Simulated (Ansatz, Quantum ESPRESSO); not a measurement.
# Ge(111), F on both faces, 5 bilayers against a metal electrode: the electrode's level over the Fermi level at a withheld member of a series

Method. Quantum ESPRESSO 7.5, PBE, GBRV ultrasoft. The slab is relaxed neutral, then held. ESM with bc3: vacuum below and a metal electrode about 6 Å above the top atoms. Fermi-Dirac smearing of 0.004 Ry and a dense mesh. Charges are set per cell from the starting area. The slabs take the lattice constants of the bulk relaxed by the same program. The series steps the charge of the slab (positive: electrons removed).

```
charge of the slab  electrode's level over the Fermi level (eV)
     1 ×10¹³ e/cm²                                        8.268
     2 ×10¹³ e/cm²                                        9.477
     3 ×10¹³ e/cm²                                       10.674
   4.5 ×10¹³ e/cm²                                       12.455
     7 ×10¹³ e/cm²                                       15.394
     8 ×10¹³ e/cm²                                       16.564
```

**Question.** What is the electrode's level over the Fermi level at 6 ×10¹³ e/cm²?

**Worked estimate.** The rows at 4.5 ×10¹³ e/cm² and 7 ×10¹³ e/cm² give a slope of (15.394 − (12.455))/(7 − (4.5)) = 1.176, so a straight line gives 14.218 eV. A parabola through these and the row at 3 ×10¹³ e/cm² gives 14.223 eV.

What the calculation gave: 14.222 eV. The line misses by −0.004 and the parabola by +0.001 eV. Both misses are under 5 % of the step from the nearer row.

Caveats: Vacuum fills the gap; ions don't answer the charge; added electrons can spill towards the electrode at the most negative charges. Members without a usable value, or on the other side of zero field or charge, are not listed.

[Logs are printed without paths, hosts, clocks, repeated set-up lines and the standing remarks that a program may print on its own settings, such as how far it seeks lower states.]
